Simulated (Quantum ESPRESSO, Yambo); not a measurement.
# Quasiparticle gap of InF3 (R-3c) in Yambo, part 2 of 3

Wanted: ground state, empty states, screening and self-energy for InF3 (R-3c).

Quantum ESPRESSO 7.5 and Yambo 5.3.0; LDA and many-body steps on it, plane waves. Known limits of the many-body steps: not at the basis limit; no spin-orbit coupling.

So far. Step 2 (Ground state): The gap is indirect, with the least direct gap 0.03 eV higher.

## (3) Bands along the symmetry lines

Level of this step: DFT, LDA, plane waves, norm-conserving pseudopotentials (Quantum ESPRESSO).

The cheap functional maps the bands first; the places of the edges decide which points the dearer methods must see.

The input, pw.in:

```
&control
  calculation = 'bands'
  prefix = 'x'
  outdir = 'o'
  pseudo_dir = 'pseudo'
/
&system
  ibrav = 0
  nat = 8
  ntyp = 2
  ecutwfc = 80.0
  nbnd = 48
  force_symmorphic = .true.
/
&electrons
  conv_thr = 1e-9
  electron_maxstep = 80
  diago_full_acc = .true.
  diago_thr_init = 5e-6
/
ATOMIC_SPECIES
  In 114.82 In.upf
  F 18.998 F.upf
CELL_PARAMETERS angstrom
  2.6021411829 1.5023469124 4.9075061345
  -2.6021411829 1.5023469124 4.9075061345
  0.0000000000 -3.0046938249 4.9075061345
ATOMIC_POSITIONS crystal
  In 0.5000000000 0.5000000000 0.5000000000
  In 0.0000000000 0.0000000000 0.0000000000
  F 0.3957092200 0.7500000000 0.1042907800
  F 0.7500000000 0.1042907800 0.3957092200
  F 0.8957092200 0.6042907800 0.2500000000
  F 0.2500000000 0.8957092200 0.6042907800
  F 0.6042907800 0.2500000000 0.8957092200
  F 0.1042907800 0.3957092200 0.7500000000
K_POINTS crystal
  59
  0.00000000 0.00000000 0.00000000 1
  0.06250000 0.06250000 0.06250000 1
  0.12500000 0.12500000 0.12500000 1
  0.18750000 0.18750000 0.18750000 1
  0.25000000 0.25000000 0.25000000 1
  0.31250000 0.31250000 0.31250000 1
  0.37500000 0.37500000 0.37500000 1
  0.43750000 0.43750000 0.43750000 1
  0.50000000 0.50000000 0.50000000 1
  0.53385691 0.46614309 0.50000000 1
  0.56771382 0.43228618 0.50000000 1
  0.60157073 0.39842927 0.50000000 1
  0.63542764 0.36457236 0.50000000 1
  0.66928455 0.33071545 0.50000000 1
  0.70314146 0.29685854 0.50000000 1
  0.73699837 0.26300163 0.50000000 1
  0.77085528 0.22914472 0.50000000 1
  0.50000000 -0.22914472 0.22914472 1
  0.50000000 -0.20050163 0.20050163 1
  0.50000000 -0.17185854 0.17185854 1
  0.50000000 -0.14321545 0.14321545 1
  0.50000000 -0.11457236 0.11457236 1
  0.50000000 -0.08592927 0.08592927 1
  0.50000000 -0.05728618 0.05728618 1
  0.50000000 -0.02864309 0.02864309 1
  0.50000000 0.00000000 0.00000000 1
  0.43750000 0.00000000 0.00000000 1
  0.37500000 0.00000000 0.00000000 1
  0.31250000 0.00000000 0.00000000 1
  0.25000000 0.00000000 0.00000000 1
  0.18750000 0.00000000 0.00000000 1
  0.12500000 0.00000000 0.00000000 1
  0.06250000 0.00000000 0.00000000 1
  0.00000000 0.00000000 0.00000000 1
  0.04557154 -0.04557154 0.00000000 1
  0.09114309 -0.09114309 0.00000000 1
  0.13671464 -0.13671464 0.00000000 1
  0.18228618 -0.18228618 0.00000000 1
  0.22785772 -0.22785772 0.00000000 1
  0.27342927 -0.27342927 0.00000000 1
  0.31900081 -0.31900081 0.00000000 1
  0.36457236 -0.36457236 -0.00000000 1
  0.63542764 0.00000000 0.36457236 1
  0.61849919 0.00000000 0.38150081 1
  0.60157073 0.00000000 0.39842927 1
  0.58464227 0.00000000 0.41535773 1
  0.56771382 0.00000000 0.43228618 1
  0.55078536 0.00000000 0.44921464 1
  0.53385691 0.00000000 0.46614309 1
  0.51692845 0.00000000 0.48307154 1
  0.50000000 0.00000000 0.50000000 1
  0.43750000 0.00000000 0.43750000 1
  0.37500000 0.00000000 0.37500000 1
  0.31250000 0.00000000 0.31250000 1
  0.25000000 0.00000000 0.25000000 1
  0.18750000 0.00000000 0.18750000 1
  0.12500000 0.00000000 0.12500000 1
  0.06250000 0.00000000 0.06250000 1
  0.00000000 0.00000000 0.00000000 1
```

On the command line:

```bash
OMP_NUM_THREADS=1 mpirun -n 8 pw.x -nk 8 -in pw.in > pw.out
```

The log of the run:

```text
[banner, memory and clock lines left out]
Program PWSCF v.7.5 starts

     Atomic positions and unit cell read from directory:
     o/x.save/

     Message from routine setup:
     using ibrav=0 with symmetry is DISCOURAGED, use correct ibrav instead

     G-vector sticks info

     bravais-lattice index     =            0
     lattice parameter (alat)  =      10.8740  a.u.
     unit-cell volume          =     776.8010 (a.u.)^3
     number of atoms/cell      =            8
     number of atomic types    =            2
     number of electrons       =        84.00
     number of Kohn-Sham states=           48
     kinetic-energy cutoff     =      80.0000  Ry
     charge density cutoff     =     320.0000  Ry
     Exchange-correlation= SLA  PW   NOGX NOGC
                           (   1   4   0   0   0   0   0)

     celldm(1)=  10.874024  celldm(2)=   0.000000  celldm(3)=   0.000000
     celldm(4)=   0.000000  celldm(5)=   0.000000  celldm(6)=   0.000000

     crystal axes: (cart. coord. in units of alat)
               a(1) = (   0.452209   0.261083   0.852844 )
               a(2) = (  -0.452209   0.261083   0.852844 )
               a(3) = (   0.000000  -0.522166   0.852844 )

     reciprocal axes: (cart. coord. in units 2 pi/alat)
               b(1) = (  1.105683  0.638366  0.390849 )
               b(2) = ( -1.105683  0.638366  0.390849 )
               b(3) = (  0.000000 -1.276733  0.390849 )
     Pseudo is Norm-conserving + core correction, Zval = 21.0
     Generated using ONCVPSP code by D. R. Hamann
     Using radial grid of 1894 points,  6 beta functions with:
     Pseudo is Norm-conserving + core correction, Zval =  7.0
     Generated using ONCVPSP code by D. R. Hamann
     Using radial grid of  824 points,  5 beta functions with:
     In               21.00   114.82000     In( 1.00)
     F                 7.00    18.99800     F ( 1.00)

      6 Sym. Ops., with inversion, found

   Cartesian axes

     site n.     atom                  positions (alat units)
         1        In     tau(   1) = (   0.0000000  -0.0000000   1.2792656  )
         2        In     tau(   2) = (   0.0000000   0.0000000   0.0000000  )
         3        F      tau(   3) = (  -0.1602136   0.2446682   1.0660546  )
         4        F      tau(   4) = (   0.2919957   0.0164149   1.0660546  )
         5        F      tau(   5) = (   0.1317821   0.2610831   1.4924765  )
         6        F      tau(   6) = (  -0.2919957  -0.0164149   1.4924765  )
         7        F      tau(   7) = (   0.1602136  -0.2446682   1.4924765  )
         8        F      tau(   8) = (  -0.1317821  -0.2610831   1.0660546  )

     number of k points=    59
                       cart. coord. in units 2pi/alat
        k(    1) = (   0.0000000   0.0000000   0.0000000), wk =   0.0338983
        k(    2) = (   0.0000000   0.0000000   0.0732842), wk =   0.0338983
        k(    3) = (   0.0000000   0.0000000   0.1465685), wk =   0.0338983
[...]
[... 47 further rows ...]
        k(   58) = (   0.0691052  -0.0398979   0.0488562), wk =   0.0338983
        k(   59) = (   0.0000000   0.0000000   0.0000000), wk =   0.0338983

     Dense  grid:    74873 G-vectors     FFT dimensions: (  64,  64,  64)

     The potential is recalculated from file :
     o/x.save/charge-density

     Starting wfcs are   50 randomized atomic wfcs

     Band Structure Calculation

     End of band structure calculation

          k = 0.0000 0.0000 0.0000 (  9321 PWs)   bands (ev):

  -108.5499-108.5499 -67.1693 -67.1693 -67.1688 -67.1688 -67.1513 -67.1506
   -17.5336 -17.0687 -17.0687 -16.9410 -16.8390 -16.8390  -8.5556  -8.5556
    -8.0755  -8.0754  -8.0509  -7.9059  -7.9001  -7.9001  -7.3455  -7.3455
    -2.7932  -0.7320  -0.7320  -0.3872   1.0025   1.1275   1.1379   1.2684
[...]
k = 0.0000 0.0000 0.0733 (  9327 PWs)   bands (ev):

  -108.5499-108.5499 -67.1693 -67.1693 -67.1688 -67.1688 -67.1512 -67.1506
[...]
k = 0.0000 0.0000 0.1466 (  9321 PWs)   bands (ev):

  -108.5499-108.5499 -67.1693 -67.1693 -67.1688 -67.1688 -67.1512 -67.1506
[...]
k =-0.0000 0.0000 0.2199 (  9348 PWs)   bands (ev):

[...]
k =-0.0000 0.0000 0.4397 (  9353 PWs)   bands (ev):

[...]
k =-0.0000 0.0000 0.5130 (  9320 PWs)   bands (ev):

[...]
k = 0.8062-0.1197 0.1954 (  9402 PWs)   bands (ev):

[...]
k = 0.7745-0.0648 0.1954 (  9386 PWs)   bands (ev):

[...]
k = 0.7429-0.0099 0.1954 (  9402 PWs)   bands (ev):

[...]
k = 0.5039 0.0000-0.0000 (  9414 PWs)   bands (ev):

[...]
k = 0.6047 0.0000-0.0000 (  9408 PWs)   bands (ev):

[...]
k = 0.8062 0.0000 0.0000 (  9400 PWs)   bands (ev):

[...]
k = 0.1382-0.0798 0.0977 (  9367 PWs)   bands (ev):

[...]
k = 0.0691-0.0399 0.0489 (  9345 PWs)   bands (ev):

  -108.5499-108.5499 -67.1693 -67.1693 -67.1688 -67.1688 -67.1512 -67.1506
[...]
k = 0.0000 0.0000 0.0000 (  9321 PWs)   bands (ev):

  -108.5499-108.5499 -67.1693 -67.1693 -67.1688 -67.1688 -67.1513 -67.1506
[...]
1.2684   1.7931   1.7931   2.0962   2.1652   2.1652   2.2165   2.2165
     2.3611   2.3611   6.4029  11.8103  12.8183  13.9160  13.9160  14.9032

     XML data file, pseudopotentials, collected wavefunctions
```

It took 14 s on 8 MPI ranks of Arm Neoverse V2, shared host; peak memory 0.94 GiB.

This step gave:

| Quantity | Value |
| --- | --- |
| gap | 4.009 eV |
| k of the valence top | 0.5, 0, 0.5 |
| k of the conduction bottom | 0, 0, 0 |
| least direct gap | 4.042 eV |

The gap is 4.009 eV, as in the run before at this level.

The electronic bands at the labelled points (eV, zero at the top of the highest filled band):

| point | band 39 | band 40 | band 41 | band 42 | band 43 | band 44 | band 45 | band 46 |
| --- | --- | --- | --- | --- | --- | --- | --- | --- |
| Γ | -0.18 | -0.18 | -0.03 | -0.03 | 4.01 | 9.42 | 10.42 | 11.52 |
| halfway | -0.18 | -0.18 | -0.05 | -0.05 | 4.78 | 8.22 | 11.14 | 11.80 |
| T | -0.12 | -0.12 | -0.12 | -0.12 | 6.43 | 6.43 | 11.71 | 11.71 |
| halfway | -0.21 | -0.21 | -0.14 | -0.14 | 6.78 | 6.78 | 10.66 | 10.66 |
| H2 | -0.18 | -0.18 | -0.09 | -0.09 | 7.09 | 7.09 | 10.03 | 10.03 |
| jump to H0 | -0.18 | -0.18 | -0.09 | -0.09 | 7.09 | 7.09 | 10.03 | 10.03 |
| halfway | -0.26 | -0.26 | -0.10 | -0.10 | 6.80 | 6.80 | 10.54 | 10.54 |
| L | -0.26 | -0.26 | -0.13 | -0.13 | 6.61 | 6.61 | 11.02 | 11.02 |
| halfway | -0.28 | -0.27 | -0.11 | -0.05 | 4.88 | 8.40 | 10.95 | 11.04 |
| Γ | -0.18 | -0.18 | -0.03 | -0.03 | 4.01 | 9.42 | 10.42 | 11.52 |
| halfway | -0.23 | -0.19 | -0.16 | -0.03 | 5.19 | 8.20 | 10.46 | 11.32 |
| S0 | -0.22 | -0.18 | -0.14 | -0.03 | 6.85 | 7.23 | 9.89 | 10.62 |
| jump to S2 | -0.22 | -0.18 | -0.14 | -0.03 | 6.85 | 7.23 | 9.89 | 10.62 |
| halfway | -0.21 | -0.19 | -0.16 | -0.01 | 6.61 | 7.83 | 9.71 | 10.51 |
| F | -0.25 | -0.20 | -0.15 | 0.00 | 6.54 | 8.08 | 9.59 | 10.49 |
| halfway | -0.27 | -0.16 | -0.14 | -0.09 | 5.10 | 8.53 | 10.55 | 10.74 |
| Γ | -0.18 | -0.18 | -0.03 | -0.03 | 4.01 | 9.42 | 10.42 | 11.52 |

## (4) Empty states on the mesh, 4×4×4 mesh, 96 bands

The sums over transitions need many empty states on a uniform mesh; this step solves for them.

The input, pw.in:

```
&control
  calculation = 'nscf'
  prefix = 'x'
  outdir = 'o'
  pseudo_dir = 'pseudo'
/
&system
  ibrav = 0
  nat = 8
  ntyp = 2
  ecutwfc = 80.0
  nbnd = 96
  force_symmorphic = .true.
/
&electrons
  conv_thr = 1e-9
  electron_maxstep = 80
  diago_full_acc = .true.
  diago_thr_init = 5e-6
/
ATOMIC_SPECIES
  In 114.82 In.upf
  F 18.998 F.upf
CELL_PARAMETERS angstrom
  2.6021411829 1.5023469124 4.9075061345
  -2.6021411829 1.5023469124 4.9075061345
  0.0000000000 -3.0046938249 4.9075061345
ATOMIC_POSITIONS crystal
  In 0.5000000000 0.5000000000 0.5000000000
  In 0.0000000000 0.0000000000 0.0000000000
  F 0.3957092200 0.7500000000 0.1042907800
  F 0.7500000000 0.1042907800 0.3957092200
  F 0.8957092200 0.6042907800 0.2500000000
  F 0.2500000000 0.8957092200 0.6042907800
  F 0.6042907800 0.2500000000 0.8957092200
  F 0.1042907800 0.3957092200 0.7500000000
K_POINTS automatic
  4 4 4 0 0 0
```

On the command line:

```bash
OMP_NUM_THREADS=1 mpirun -n 8 pw.x -nk 4 -in pw.in > pw.out
```

The log of the run:

```text
[banner, memory and clock lines left out]
Program PWSCF v.7.5 starts

     Atomic positions and unit cell read from directory:
     o/x.save/

     Message from routine setup:
     using ibrav=0 with symmetry is DISCOURAGED, use correct ibrav instead

     bravais-lattice index     =            0
     lattice parameter (alat)  =      10.8740  a.u.
     unit-cell volume          =     776.8010 (a.u.)^3
     number of atoms/cell      =            8
     number of atomic types    =            2
     number of electrons       =        84.00
     number of Kohn-Sham states=           96
     kinetic-energy cutoff     =      80.0000  Ry
     charge density cutoff     =     320.0000  Ry
     Exchange-correlation= SLA  PW   NOGX NOGC
                           (   1   4   0   0   0   0   0)

     celldm(1)=  10.874024  celldm(2)=   0.000000  celldm(3)=   0.000000
     celldm(4)=   0.000000  celldm(5)=   0.000000  celldm(6)=   0.000000

     crystal axes: (cart. coord. in units of alat)
               a(1) = (   0.452209   0.261083   0.852844 )
               a(2) = (  -0.452209   0.261083   0.852844 )
               a(3) = (   0.000000  -0.522166   0.852844 )

     reciprocal axes: (cart. coord. in units 2 pi/alat)
               b(1) = (  1.105683  0.638366  0.390849 )
               b(2) = ( -1.105683  0.638366  0.390849 )
               b(3) = (  0.000000 -1.276733  0.390849 )
     Pseudo is Norm-conserving + core correction, Zval = 21.0
     Generated using ONCVPSP code by D. R. Hamann
     Using radial grid of 1894 points,  6 beta functions with:
     Pseudo is Norm-conserving + core correction, Zval =  7.0
     Generated using ONCVPSP code by D. R. Hamann
     Using radial grid of  824 points,  5 beta functions with:
     In               21.00   114.82000     In( 1.00)
     F                 7.00    18.99800     F ( 1.00)

      6 Sym. Ops., with inversion, found

   Cartesian axes

     site n.     atom                  positions (alat units)
         1        In     tau(   1) = (   0.0000000  -0.0000000   1.2792656  )
         2        In     tau(   2) = (   0.0000000   0.0000000   0.0000000  )
         3        F      tau(   3) = (  -0.1602136   0.2446682   1.0660546  )
         4        F      tau(   4) = (   0.2919957   0.0164149   1.0660546  )
         5        F      tau(   5) = (   0.1317821   0.2610831   1.4924765  )
         6        F      tau(   6) = (  -0.2919957  -0.0164149   1.4924765  )
         7        F      tau(   7) = (   0.1602136  -0.2446682   1.4924765  )
         8        F      tau(   8) = (  -0.1317821  -0.2610831   1.0660546  )

     number of k points=    14
                       cart. coord. in units 2pi/alat
        k(    1) = (   0.0000000   0.0000000   0.0000000), wk =   0.0312500
        k(    2) = (   0.0000000  -0.3191831   0.0977123), wk =   0.1875000
        k(    3) = (   0.0000000   0.6383663  -0.1954246), wk =   0.0937500
[...]
k(   13) = (   0.0000000   0.0000000  -0.5862739), wk =   0.0312500
        k(   14) = (  -0.2764207  -0.7979578   0.0977123), wk =   0.1875000

     Dense  grid:    74873 G-vectors     FFT dimensions: (  64,  64,  64)

     The potential is recalculated from file :
     o/x.save/charge-density

     Starting wfcs are   50 randomized atomic wfcs +   46 random wfcs

     Band Structure Calculation

     End of band structure calculation

          k = 0.0000 0.0000 0.0000 (  9321 PWs)   bands (ev):

  -108.5499-108.5499 -67.1693 -67.1693 -67.1688 -67.1688 -67.1513 -67.1506
   -17.5336 -17.0687 -17.0687 -16.9410 -16.8390 -16.8390  -8.5556  -8.5556
    -8.0755  -8.0755  -8.0509  -7.9059  -7.9001  -7.9001  -7.3455  -7.3455
    -2.7932  -0.7320  -0.7320  -0.3872   1.0025   1.1275   1.1379   1.2684
[...]
k = 0.0000-0.3192 0.0977 (  9401 PWs)   bands (ev):

  -108.5499-108.5499 -67.1692 -67.1692 -67.1689 -67.1689 -67.1512 -67.1507
[...]
k = 0.0000 0.6384-0.1954 (  9372 PWs)   bands (ev):

  -108.5499-108.5499 -67.1691 -67.1691 -67.1691 -67.1691 -67.1509 -67.1509
[...]
33.5678  33.5678  34.4585  34.4585  35.0606  35.0606  35.5155  35.5155
    35.7540  35.7540  37.0330  37.0330  38.2497  38.2497  38.9229  38.9229

          k =-0.2764-0.1596 0.1954 (  9370 PWs)   bands (ev):

     [... further k-points ...]

     highest occupied, lowest unoccupied level (ev):     2.3935    6.4029

     XML data file, pseudopotentials, collected wavefunctions
```

It took 14 s on 8 MPI ranks; peak memory 0.77 GiB.

Numbers from this step:

| Item | Value |
| --- | --- |
| gap | 4.009 eV |
| k of the valence top | 0, -0.5, -0.5 |
| k of the conduction bottom | 0, 0, 0 |
| least direct gap | 4.042 eV |
| k points computed | 14 |
| lowest point of the top converged band, above the valence top | 36.33 eV |

On this mesh the gap is 4.009 eV.

(Continued in part 3 of 3.)

[Paths, hosts, dates, memory and timing lines, banners, echoed tables and standing remarks are left out of the program output.]

[Logs are printed without paths, hosts, clocks, repeated set-up lines and the standing remarks that a program may print on its own settings, such as how far it seeks lower states.]

[Runs of the session that timed out or met a known fault of the program may be left out.]

[Hosts, paths, dates, database ids (printed as entryN), source tags and the programs' standing remarks are cut or masked in the printed files.]
